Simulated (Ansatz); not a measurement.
# CdCo2, from a guessed structure to a relaxed one

This structure for CdCo2 is made up. Its elements were placed in a known structure type with a cell scaled to their sizes. What cell does the guess relax to, and how far off was it?

Calculated with Ansatz 0.2.0; DFT, PBE, plane-wave PAW, files of the set soft_1, scalar-relativistic, ferromagnetic start, cell and ions relaxed at zero pressure; PAW set soft_1.

## Step 1: The starting structure

It takes space group Imma (No. 74, orthorhombic). Conventional cell: a = 3.905 Å, b = 6.271 Å, c = 6.351 Å, α = 90.00°, β = 90.00°, γ = 90.00°. Cd has 12 Co at 2.66 to 2.86 Å nearest. Nearest to Co lie 4 Co at 2.23 to 2.36 Å and 6 Cd at 2.66 to 2.86 Å. Farther neighbours are not listed.

Coordinates:

```cif
data_structure
_symmetry_space_group_name_H-M 'Imma'
_symmetry_Int_Tables_number 74
_cell_length_a 3.9050
_cell_length_b 6.2710
_cell_length_c 6.3510
_cell_angle_alpha 90.000
_cell_angle_beta 90.000
_cell_angle_gamma 90.000
_cell_volume 155.52
loop_
_atom_site_label
_atom_site_type_symbol
_atom_site_symmetry_multiplicity
_atom_site_Wyckoff_symbol
_atom_site_fract_x
_atom_site_fract_y
_atom_site_fract_z
_atom_site_occupancy
Cd1 Cd 4 e 0.50000 0.25000 0.44940 1
Co1 Co 8 h 0.50000 0.93780 0.16520 1
```

## Step 2: Relaxing cell and atoms

The guess takes its coordinates from another compound and its volume from a rule, so the cell and any free coordinates are relaxed together.

input.yaml

```yaml
crystal:
  lattice:
    - [-1.9525, 3.1355, 3.1755]
    - [1.9525, -3.1355, 3.1755]
    - [1.9525, 3.1355, -3.1755]
  atoms:
    - { symbol: Cd, position: [0.6994, 0.9494, 0.75] }
    - { symbol: Cd, position: [0.3006, 0.0506, 0.25] }
    - { symbol: Co, position: [0.103, 0.6652, 0.4378], spin: 2.0 }
    - { symbol: Co, position: [0.7274, 0.6652, 0.0622], spin: 2.0 }
    - { symbol: Co, position: [0.897, 0.3348, 0.5622], spin: 2.0 }
    - { symbol: Co, position: [0.2726, 0.3348, 0.9378], spin: 2.0 }
magnetization:
  spin_polarized: true
kpoints:
  mp_grid: { grid: [8, 8, 8] }
scf:
  occupations: { method: fermi_dirac, width: 0.05 }
hamiltonian:
  xc: pbe
  pseudopotentials: { kind: paw, azcp: { folder: soft_1 } }
relax:
  f_tol: 0.015
  max_steps: 70
  cell: {}
output:
  forces: true
  stress: true
```

The run is started by

```console
ansatz run input.yaml --threads 4 --pin off --max-ram 10240MiB --backend cpu --events-out ev --progress --plain --runs-dir out
```

Numbers of over 12 decimals in the logs are rounded to 6 here.

What it wrote:

```text
Engine: ansatz 0.2.0, aarch64-unknown-linux-gnu
Pseudopotentials: kind: paw
Pseudopotential: Cd, paw, valence charge 20, recommended cutoff 420 eV (normal), soft_1/Cd.paw.azcp
Pseudopotential: Co, paw, valence charge 17, recommended cutoff 420 eV (normal), soft_1/Co.paw.azcp
Functional definition: PBE
  parameter kappa = 0.804
  parameter beta = 0.066725
  exchange = pbe_x(kappa = kappa, mu = beta*pi^2/3)
  correlation = pbe_c(beta = beta)
Crystal: 6 atoms, lattice volume = 77.762 Å³
Basis set: ecut = 420 eV, 1531 PW (Γ), exchange–correlation on 72×72×72 points (8 copies of the dense FFT grid, shifted against one another)
Bands: 70, of which v1, the nominal top of the filled ones, is band 54 counted from 1 (53 counted from 0)
Symmetry: 8 space group operations
Space group: Imma (ITA 74), of the structure as read, at distance tolerance 4.3e-5 Å
Magnetic group: BNS 74.554 (UNI 652), of the structure as read, at distance tolerance 4.3e-5 Å
k-points: 95 of 512
Non-local potential: Cd, projectors of the file, l = 0: 3, l = 1: 2, l = 2: 2, l = 3: 1
Non-local potential: Co, projectors of the file, l = 0: 3, l = 1: 2, l = 2: 3, l = 3: 1
PAW form: soft (Blöchl's): semilocal exchange-correlation on the pseudo side does not see the compensation charge
PAW one-centre angular grid: Cd, 590 points (default); XC on 64 Gauss nodes
PAW one-centre angular grid: Co, 590 points (default); XC on 64 Gauss nodes
Initial density: superposition of atomic densities (chi_scale 0.1, normalization cell)
Starting moments: Σ|m| = 8 μB on 4 of 6 sites
Initial wavefunctions: pseudopotential atomic-orbital guess
Functional: x = pbe(κ = 0.804, μ = 0.219515), c = pbe(β = 0.066725)
SCF iter   1: F=—  HF=-37007.367603 eV  |F-HF|=—  |Δ(HF+E_count)|=         —  Δρ=3.90e-2 (↑3.01e-2 ↓3.90e-2)  dr2=5.47e0  dr2_m=1.18e-1  M=6.989 μB ∫|m|=7.430 μB  β_m=0.30  ethr=3.10e-3  ⟨swp⟩=5.3  Hψ=42230  notcnv=0  defer=245
Mixer restart at iter 1: flushing history
preconditioner: auto → Kerker (q_TF=auto, 2.882 Å⁻¹)  [metal: Δε(μ)=0.008 eV  Ē_g=10.340 eV  σ=0.050 eV  W_gap=0.04  n_scr=36 (ndim 8)  ℏωp=32.6 eV  f_vac=0.000  D(μ)=3.16/eV (n_scr^D=16)]
spin=Collinear: Kerker preconditioning applied to the charge; magnetization (m = ρ↑ − ρ↓) channel mixes plain (no charge-response kernel on spin).
SCF iter   2: F=—  HF=-37008.460106 eV  |F-HF|=—  |Δ(HF+E_count)|=    1.09e0  Δρ=3.11e-2 (↑2.57e-2 ↓3.11e-2)  dr2=4.38e0  dr2_m=5.55e-2  M=6.780 μB ∫|m|=7.269 μB  β_m=0.65  ethr=3.10e-3  ⟨swp⟩=2.0  Hψ=17012  notcnv=0  defer=1172
SCF iter   3: F=—  HF=-37011.268554 eV  |F-HF|=—  |Δ(HF+E_count)|=    2.81e0  Δρ=2.70e-2 (↑1.22e-2 ↓2.70e-2)  dr2=2.25e0  dr2_m=7.68e-2  M=6.353 μB ∫|m|=6.942 μB  β_m=0.82  ethr=3.10e-3  ⟨swp⟩=2.6  Hψ=19531  notcnv=0  defer=1173
SCF iter   4: F=—  HF=-37011.750677 eV  |F-HF|=—  |Δ(HF+E_count)|=   4.82e-1  Δρ=2.89e-2 (↑1.16e-2 ↓2.89e-2)  dr2=1.38e0  dr2_m=6.08e-2  M=5.718 μB ∫|m|=6.421 μB  β_m=0.81  ethr=2.08e-3  ⟨swp⟩=2.2  Hψ=17170  notcnv=0  defer=1139
SCF iter   5: F=—  HF=-37011.380944 eV  |F-HF|=—  |Δ(HF+E_count)|=   3.70e-1  Δρ=2.11e-2 (↑2.11e-2 ↓1.67e-2)  dr2=6.56e-1  dr2_m=3.98e-3  M=5.494 μB ∫|m|=6.157 μB  β_m=0.91  ethr=1.28e-3  ⟨swp⟩=3.0  Hψ=21863  notcnv=0  defer=1138
SCF iter   6: F=—  HF=-37011.471601 eV  |F-HF|=—  |Δ(HF+E_count)|=   9.07e-2  Δρ=9.64e-3 (↑9.64e-3 ↓7.33e-3)  dr2=1.23e-1  dr2_m=1.03e-3  M=5.588 μB ∫|m|=6.231 μB  β_m=0.95  ethr=6.07e-4  ⟨swp⟩=2.1  Hψ=17148  notcnv=0  defer=1119
SCF iter   7: F=—  HF=-37011.466156 eV  |F-HF|=—  |Δ(HF+E_count)|=         —  Δρ=1.70e-3 (↑1.03e-3 ↓1.70e-3)  dr2=3.32e-3  dr2_m=1.28e-4  M=5.633 μB ∫|m|=6.265 μB  β_m=0.95  ethr=1.14e-4  ⟨swp⟩=2.2  Hψ=18609  notcnv=0  defer=1119
Mixer restart at iter 7: flushing history
SCF iter   8: F=—  HF=-37011.469285 eV  |F-HF|=—  |Δ(HF+E_count)|=   3.13e-3  Δρ=2.84e-3 (↑2.84e-3 ↓1.98e-3)  dr2=1.00e-2  dr2_m=1.42e-4  M=5.643 μB ∫|m|=6.274 μB  β_m=0.95  ethr=3.07e-6  ⟨swp⟩=2.0  Hψ=25725  notcnv=0  defer=1118
SCF iter   9: F=—  HF=-37011.465818 eV  |F-HF|=—  |Δ(HF+E_count)|=   3.47e-3  Δρ=4.98e-4 (↑4.98e-4 ↓2.02e-4)  dr2=1.04e-4  dr2_m=6.73e-5  M=5.649 μB ∫|m|=6.279 μB  β_m=0.97  ethr=3.07e-6  ⟨swp⟩=2.0  Hψ=24180  notcnv=0  defer=1114
SCF iter  10: F=—  HF=-37011.465794 eV  |F-HF|=—  |Δ(HF+E_count)|=   2.48e-5  Δρ=1.42e-4 (↑1.42e-4 ↓1.40e-4)  dr2=3.54e-5  dr2_m=7.41e-7  M=5.654 μB ∫|m|=6.285 μB  β_m=0.84  ethr=9.63e-8  ⟨swp⟩=2.1  Hψ=23492  notcnv=0  defer=1114
SCF iter  11: F=—  HF=-37011.465776 eV  |F-HF|=—  |Δ(HF+E_count)|=   1.79e-5  Δρ=5.31e-5 (↑5.31e-5 ↓4.58e-5)  dr2=7.19e-7  dr2_m=1.49e-6  M=5.655 μB ∫|m|=6.285 μB  β_m=0.80  ethr=3.28e-8  ⟨swp⟩=2.0  Hψ=20774  notcnv=0  defer=1114
SCF iter  12: F=—  HF=-37011.465776 eV  |F-HF|=—  |Δ(HF+E_count)|=   7.06e-7  Δρ=1.92e-5 (↑8.50e-6 ↓1.92e-5)  dr2=4.23e-7  dr2_m=7.46e-8  M=5.654 μB ∫|m|=6.284 μB  β_m=0.90  ethr=6.66e-10  ⟨swp⟩=2.0  Hψ=21830  notcnv=0  defer=1114
SCF iter  13: F=—  HF=-37011.465776 eV  |F-HF|=—  |Δ(HF+E_count)|=   7.11e-8  Δρ=1.42e-5 (↑3.16e-6 ↓1.42e-5)  dr2=1.65e-7  dr2_m=3.61e-8  M=5.653 μB ∫|m|=6.284 μB  β_m=0.95  ethr=3.91e-10  ⟨swp⟩=2.1  Hψ=18992  notcnv=0  defer=1114
SCF iter  14: F=—  HF=-37011.465776 eV  |F-HF|=—  |Δ(HF+E_count)|=   2.41e-8  Δρ=5.50e-6 (↑2.70e-6 ↓5.50e-6)  dr2=2.74e-8  dr2_m=1.82e-9  M=5.653 μB ∫|m|=6.284 μB  β_m=0.97  ethr=1.52e-10  ⟨swp⟩=2.0  Hψ=16770  notcnv=0  defer=1114
SCF iter  15: F=-37011.465776 eV  HF=-37011.465776 eV  |F-HF|=4.74e-9  |Δ(HF+E_count)|=   3.15e-9  Δρ=2.25e-6 (↑1.17e-6 ↓2.25e-6)  dr2=5.40e-9  dr2_m=2.63e-10  M=5.653 μB ∫|m|=6.284 μB  ethr=2.54e-11  ⟨swp⟩=2.0  Hψ=38696  notcnv=0
SCF 1 converged in 15 iterations: F = -37011.465776 eV  dr2 = 5.40e-9
  greatest PAW one-centre occupation: 1.001 electrons in one spin orbital (limit 2), on the Co atom at site 4 (counted from 0), in its partial waves of l = 1
relax step   1: F+E_penalty+E_count = -37011.46577638 eV  Δ(F+E_penalty+E_count) = +0.000e0 eV  max|allowed force component| = 7.729e-1 eV/Å  Δτ_max = 0.0000 Å  P = +18.546 GPa  Ω = 77.762 Å³  (15 SCF iters, dr2 threshold 1.00e-7 eV, accepted)
Crystal: 6 atoms, lattice volume = 84.323 Å³
Basis set: ecut = 420 eV, 1671 PW (Γ), exchange–correlation on 72×72×72 points (8 copies of the dense FFT grid, shifted against one another)
Initial density: handed on by an earlier stage of this run
Starting moments: Σ|m| = 8 μB on 4 of 6 sites; this step starts from the density that it was given
Initial wavefunctions: those handed on with the density
iter 1 solved again at ethr=9.30e-5 eV; its pass at ethr=3.10e-3 eV (dr2=1.00e-1 eV) is discarded
[...]
SCF iter   7: F=—  HF=-37012.017196 eV  |F-HF|=—  |Δ(HF+E_count)|=   4.45e-5  Δρ=3.38e-5 (↑1.46e-5 ↓3.38e-5)  dr2=1.08e-6  dr2_m=9.87e-8  M=6.253 μB ∫|m|=6.962 μB  β_m=0.94  ethr=3.52e-8  ⟨swp⟩=2.0  Hψ=20571  notcnv=0
SCF iter   8: F=—  HF=-37012.017198 eV  |F-HF|=—  |Δ(HF+E_count)|=   1.91e-6  Δρ=5.44e-6 (↑5.44e-6 ↓3.76e-6)  dr2=2.06e-8  dr2_m=1.24e-8  M=6.252 μB ∫|m|=6.961 μB  β_m=0.97  ethr=9.98e-10  ⟨swp⟩=2.0  Hψ=23364  notcnv=0
SCF iter   9: F=-37012.017198 eV  HF=-37012.017198 eV  |F-HF|=3.01e-8  |Δ(HF+E_count)|=   5.94e-8  Δρ=6.50e-6 (↑1.99e-6 ↓6.50e-6)  dr2=4.29e-8  dr2_m=4.46e-9  M=6.252 μB ∫|m|=6.961 μB  ethr=1.91e-11  ⟨swp⟩=1.4  Hψ=37680  notcnv=0
SCF 3 converged in 9 iterations: F = -37012.017198 eV  dr2 = 4.29e-8
relax step   3: F+E_penalty+E_count = -37012.01719808 eV  Δ(F+E_penalty+E_count) = -4.716e-2 eV  max|allowed force component| = 6.176e-2 eV/Å  Δτ_max = 0.0221 Å  P = +0.765 GPa  Ω = 86.343 Å³  energy of the carried Pulay correction = -6.481e-3 eV  (9 SCF iters, dr2 threshold 6.00e-7 eV, accepted)
[...]
relax step   4: F+E_penalty+E_count = -37012.02496558 eV  Δ(F+E_penalty+E_count) = -7.768e-3 eV  max|allowed force component| = 8.973e-2 eV/Å  Δτ_max = 0.0176 Å  P = +0.164 GPa  Ω = 86.606 Å³  energy of the carried Pulay correction = -6.669e-3 eV  (7 SCF iters, dr2 threshold 6.00e-7 eV, accepted)
[...]
relax step   5: F+E_penalty+E_count = -37012.03001808 eV  Δ(F+E_penalty+E_count) = -5.052e-3 eV  max|allowed force component| = 2.132e-2 eV/Å  Δτ_max = 0.0146 Å  P = -0.119 GPa  Ω = 86.677 Å³  energy of the carried Pulay correction = -6.720e-3 eV  (6 SCF iters, dr2 threshold 6.00e-7 eV, accepted)
[...]
relax step   6: F+E_penalty+E_count = -37012.03045752 eV  Δ(F+E_penalty+E_count) = -4.394e-4 eV  max|allowed force component| = 1.114e-2 eV/Å  Δτ_max = 0.0020 Å  P = +0.091 GPa  Ω = 86.475 Å³  energy of the carried Pulay correction = -6.575e-3 eV  (7 SCF iters, dr2 threshold 2.26e-7 eV, accepted)
[...]
relax step   7: F+E_penalty+E_count = -37012.03053348 eV  Δ(F+E_penalty+E_count) = -7.596e-5 eV  max|allowed force component| = 9.397e-4 eV/Å  Δτ_max = 0.0013 Å  P = -0.006 GPa  Ω = 86.549 Å³  energy of the carried Pulay correction = -6.628e-3 eV  (8 SCF iters, dr2 threshold 8.13e-8 eV, accepted)
[...]
relax step   8: F+E_penalty+E_count = -37012.03733384 eV  Δ(F+E_penalty+E_count) = -6.800e-3 eV  max|allowed force component| = 1.201e-3 eV/Å  Δτ_max = 0.0000 Å  P = +0.015 GPa  Ω = 86.549 Å³  stress off target by 7.09e-2 GPa  SCF on the basis re-selected at this cell (its energy is not comparable with the rows above)  (10 SCF iters)
[...]
relax step   9: F+E_penalty+E_count = -37012.03736074 eV  Δ(F+E_penalty+E_count) = -2.690e-5 eV  max|allowed force component| = 3.271e-4 eV/Å  Δτ_max = 0.0007 Å  P = +0.006 GPa  Ω = 86.545 Å³  energy of the carried Pulay correction = +1.336e-6 eV  (7 SCF iters, dr2 threshold 1.26e-8 eV, accepted)
iter 1 solved again at ethr=3.01e-8 eV; its pass at ethr=3.10e-3 eV (dr2=3.25e-5 eV) is discarded
SCF iter   1: F=—  HF=-37012.037362 eV  |F-HF|=—  |Δ(HF+E_count)|=         —  Δρ=1.47e-5 (↑1.47e-5 ↓1.26e-5)  dr2=1.49e-8  dr2_m=1.14e-9  M=6.158 μB ∫|m|=6.909 μB  β_m=0.65  ethr=3.01e-8  ⟨swp⟩=3.2  Hψ=83348  notcnv=0
spin=Collinear: Kerker preconditioning applied to the charge; magnetization (m = ρ↑ − ρ↓) channel mixes plain (no charge-response kernel on spin).
SCF iter   2: F=—  HF=-37012.037362 eV  |F-HF|=—  |Δ(HF+E_count)|=   9.50e-7  Δρ=5.33e-6 (↑5.33e-6 ↓4.51e-6)  dr2=2.38e-9  dr2_m=2.20e-10  M=6.158 μB ∫|m|=6.909 μB  β_m=0.61  ethr=1.38e-11  ⟨swp⟩=3.0  Hψ=28475  notcnv=0
SCF iter   3: F=—  HF=-37012.037363 eV  |F-HF|=—  |Δ(HF+E_count)|=   2.76e-7  Δρ=1.48e-6 (↑1.48e-6 ↓1.29e-6)  dr2=1.15e-9  dr2_m=1.15e-11  M=6.158 μB ∫|m|=6.909 μB  β_m=0.52  ethr=2.21e-12  ⟨swp⟩=2.0  Hψ=21538  notcnv=0
SCF iter   4: F=—  HF=-37012.037363 eV  |F-HF|=—  |Δ(HF+E_count)|=   1.70e-8  Δρ=2.43e-7 (↑5.99e-8 ↓2.43e-7)  dr2=3.77e-11  dr2_m=1.20e-11  M=6.158 μB ∫|m|=6.909 μB  β_m=0.76  ethr=1.06e-12  ⟨swp⟩=2.0  Hψ=16748  notcnv=0
SCF iter   5: F=-37012.037363 eV  HF=-37012.037363 eV  |F-HF|=5.82e-11  |Δ(HF+E_count)|=  3.64e-11  Δρ=1.88e-7 (↑1.33e-7 ↓1.88e-7)  dr2=5.01e-11  dr2_m=1.00e-12  M=6.158 μB ∫|m|=6.909 μB  ethr=1.00e-12  ⟨swp⟩=3.1  Hψ=48017  notcnv=0
SCF 10 converged in 5 iterations: F = -37012.037363 eV  dr2 = 5.01e-11
relax step  10: F+E_penalty+E_count = -37012.03736279 eV  Δ(F+E_penalty+E_count) = -2.049e-6 eV  max|allowed force component| = 3.153e-4 eV/Å  Δτ_max = 0.0000 Å  P = +0.006 GPa  Ω = 86.545 Å³  stress off target by 1.23e-2 GPa  SCF on the basis re-selected at this cell (its energy is not comparable with the rows above)  (5 SCF iters)
basis re-selected at this cell: Δ(F+E_penalty+E_count) = -2.049e-6 eV, ΔP = -0.000 GPa vs the last step (what re-selecting the basis moved, of the pressure what is left beyond the Pulay correction that the steps carried, after the strain that the cell walked since its last selection, with what the two solves' SCF thresholds leave and, on support functions, any second-order correction that the steps lacked; it is no m [...]
SCF converged after 5 iterations
Magnetization: 6.1576 μB (57.0788 up, 50.9212 down)
Absolute magnetization: 6.9183 μB (∫|ρ↑−ρ↓|, with the PAW one-centre terms)
Spin contamination: 0.1681 ħ² per cell (⟨S²⟩ above its minimum at these occupations)
Per-site moments (μB) at R_I (Å): [(-0.035949, 1.136750), (-0.035949, 1.136750), (1.608300, 0.962899), (1.608300, 0.962899), (1.608300, 0.962899), (1.608300, 0.962899)]
Free energy (F): -37012.037363 eV
Harris-Foulkes:  -37012.037363 eV  (|F-HF|=5.82e-11)
Internal energy: -37011.998527 eV  (E = F + TS)
E sigma→0 (E₀):  -37012.017945 eV
Entropy (-TS):   -0.038836 eV (-6.473 meV/atom)
Fermi energy:    16.510529 eV
--- Per-component energies (eV) ---
  E_band       = -1811.298752
  E_kinetic    = 2049.469283
  E_local      = -17175.560771  (includes V_loc(G=0)·N_el)
  E_nonlocal   = 1986.818069
  E_hartree    = 7769.095344
  E_xc         = -681.093809
  E_vxc        = -865.787895  (∫ρ·V_xc dr)
  E_paw        = -14491.475510  (= ΣΔE_a)
  E_vpaw       = -3344.429813  (= ΣTr[D̂ρ^β])
  E_aug_tail   = 0.000557  (compensation charges beyond the density's cutoff)
  E_ewald      = -16469.251690
  E_smearing   = -0.038836  (= −TS)
  E_closure    = 0.000000  (closes the sum)
  Σ components = -37012.037363   (vs F -37012.037363, Δ=0.00e0)
--- Forces (eV/Å), atoms counted from 1 ---
  atom   1  Cd     0.00000000     0.00000000     0.00008032
  atom   2  Cd     0.00000000     0.00000000    -0.00008032
  atom   3  Co     0.00000000    -0.00031533    -0.00030170
  atom   4  Co     0.00000000     0.00031533    -0.00030170
  atom   5  Co     0.00000000     0.00031533     0.00030170
  atom   6  Co     0.00000000    -0.00031533     0.00030170
  max |Σ_I F_I| component: 0.00e0 eV/Å
--- Stress (GPa, compression-positive) ---
        0.006209       0.000000       0.000000
        0.000000       0.000030       0.000000
        0.000000       0.000000       0.012281
  P = ⅓ Tr σ = 0.0062 GPa (0.062 kbar)
--- Relaxed structure (8 steps of the walk, 8 accepted, 2 SCFs on fresh bases) ---
  F+E_penalty+E_count = -37012.03736279 eV   max|allowed force component| = 3.153e-4 eV/Å   (the final SCF, on the basis selected at the relaxed cell)
  cell:  # Å, volume = 86.5452 Å³
    - [-1.999164, 3.192571, 3.389953]
    - [1.999164, -3.192571, 3.389953]
    - [1.999164, 3.192571, -3.389953]
  atoms:
    - { symbol: Cd, position: [0.686039, 0.936039, 0.75] }
    - { symbol: Cd, position: [0.313961, 0.063961, 0.25] }
    - { symbol: Co, position: [0.093214, 0.660422, 0.432792] }
    - { symbol: Co, position: [0.727631, 0.660422, 0.067208] }
    - { symbol: Co, position: [0.906786, 0.339578, 0.567208] }
    - { symbol: Co, position: [0.272369, 0.339578, 0.932792] }
```

Elapsed: 3.1 min, on 4 threads of Arm Neoverse V1, shared host; peak memory 1.1 GiB.

Step by step:

| step | energy less that of the first step (eV) | largest force component (eV/Å) | pressure (GPa) | volume (Å³) |
| --- | --- | --- | --- | --- |
| 1 | 0.0000 | 0.7729 | 18.55 | 77.76 |
| 2 | -0.5043 | 0.2102 | 4.20 | 84.32 |
| 3 | -0.5514 | 0.0618 | 0.76 | 86.34 |
| 4 | -0.5592 | 0.0897 | 0.16 | 86.61 |
| 5 | -0.5642 | 0.0213 | -0.12 | 86.68 |
| 6 | -0.5647 | 0.0111 | 0.09 | 86.48 |
| 7 | -0.5648 | 0.0009 | -0.01 | 86.55 |
| 8* | -0.5716 | 0.0012 | 0.02 | 86.55 |
| 9 | -0.5716 | 0.0003 | 0.01 | 86.55 |
| 10* | -0.5716 | 0.0003 | 0.01 | 86.55 |

Relaxation steps marked * repeat the geometry before them on a plane-wave basis chosen anew for their cell, so energy and pressure can jump there.

Forces are held to the 8 operations that the run works with; a distortion that breaks them can't arise in this run.

| conventional cell, symmetrised | before | after | change |
| --- | --- | --- | --- |
| a (Å) | 3.905 | 3.998 | +2.4 % |
| b (Å) | 6.271 | 6.385 | +1.8 % |
| c (Å) | 6.351 | 6.780 | +6.8 % |
| volume (Å³/atom) | 12.96 | 14.42 | +11.3 % |

The atoms that moved most (Å, as changes of fractional coordinates times the final cell):

| atom | dx | dy | dz | length |
| --- | --- | --- | --- | --- |
| Cd2 | 0.000 | 0.000 | 0.091 | 0.091 |
| Cd1 | 0.000 | 0.000 | -0.091 | 0.091 |
| Co6 | 0.000 | -0.032 | 0.032 | 0.046 |
| Co5 | 0.000 | 0.032 | 0.032 | 0.046 |
| Co3 | 0.000 | -0.032 | -0.032 | 0.046 |
| Co4 | 0.000 | 0.032 | -0.032 | 0.046 |

Final coordinates:

```cif
data_structure
_symmetry_space_group_name_H-M 'P 1'
_symmetry_Int_Tables_number 1
_cell_length_a 5.0676
_cell_length_b 5.0676
_cell_length_c 5.0676
_cell_angle_alpha 133.531
_cell_angle_beta 101.901
_cell_angle_gamma 96.029
_cell_volume 86.55
loop_
_atom_site_label
_atom_site_type_symbol
_atom_site_fract_x
_atom_site_fract_y
_atom_site_fract_z
_atom_site_occupancy
Cd1 Cd 0.68604 0.93604 0.75000 1
Cd2 Cd 0.31396 0.06396 0.25000 1
Co3 Co 0.09321 0.66042 0.43279 1
Co4 Co 0.72763 0.66042 0.06721 1
Co5 Co 0.90679 0.33958 0.56721 1
Co6 Co 0.27237 0.33958 0.93279 1
```

This step gave:

- free energy: -37012.0374 eV
- energy at zero smearing: -37012.0179 eV
- smearing term TS: 0.03884 eV
- Fermi energy: 16.51 eV
- magnetization: 6.158 μB
- absolute magnetization: 6.918 μB
- site moments: -0.03595, -0.03595, 1.608, 1.608, 1.608, 1.608 μB
- electrons: 108
- symmetry operations: 8
- pressure: 0.006173 GPa

Site moment by atom:

| atom | site moment (μB) |
| --- | --- |
| Cd1 | -0.04 |
| Cd2 | -0.04 |
| Co3 | 1.61 |
| Co4 | 1.61 |
| Co5 | 1.61 |
| Co6 | 1.61 |

Shortest distances by pair of elements, guess and relaxed (not always the same contact):

| pair | guess (Å) | relaxed (Å) |
| --- | --- | --- |
| Co–Co | 2.230 | 2.334 |
| Cd–Co | 2.660 | 2.756 |
| Cd–Cd | 3.198 | 3.219 |

The relaxation ends with a largest force component of 3.2e-4 eV/Å and a pressure of 0.01 GPa.

## Step 3: Summary of results

```json
{
  "space group, relaxed": "Imma",
  "conventional cell": "a = 3.998, b = 6.385, c = 6.780 Å; α = 90.0°, β = 90.0°, γ = 90.0°",
  "volume per atom": "14.42 Å³ (guess 12.96)",
  "total moment": "6.16 μB in the cell of 6 atoms"
}
```

CdCo2 relaxes to Imma with a = 3.998, b = 6.385 and c = 6.780 Å. The guessed volume was 10 % too small. The space group Imma was held in the relaxation, so the end point is a stationary structure within it and may be a saddle against distortions or other arrangements. The input starts from parallel moments, and no other start was typed. Mesh and cutoff weren't tested. No dispersion term is used, so weakly bound directions may come out too long. Nothing here tests whether the compound is stable against decomposition.

[Logs are printed without paths, hosts, clocks, repeated set-up lines and the standing remarks that a program may print on its own settings, such as how far it seeks lower states.]

[Hosts, paths, dates, database ids (printed as entryN), source tags and the programs' standing remarks are cut or masked in the printed files.]
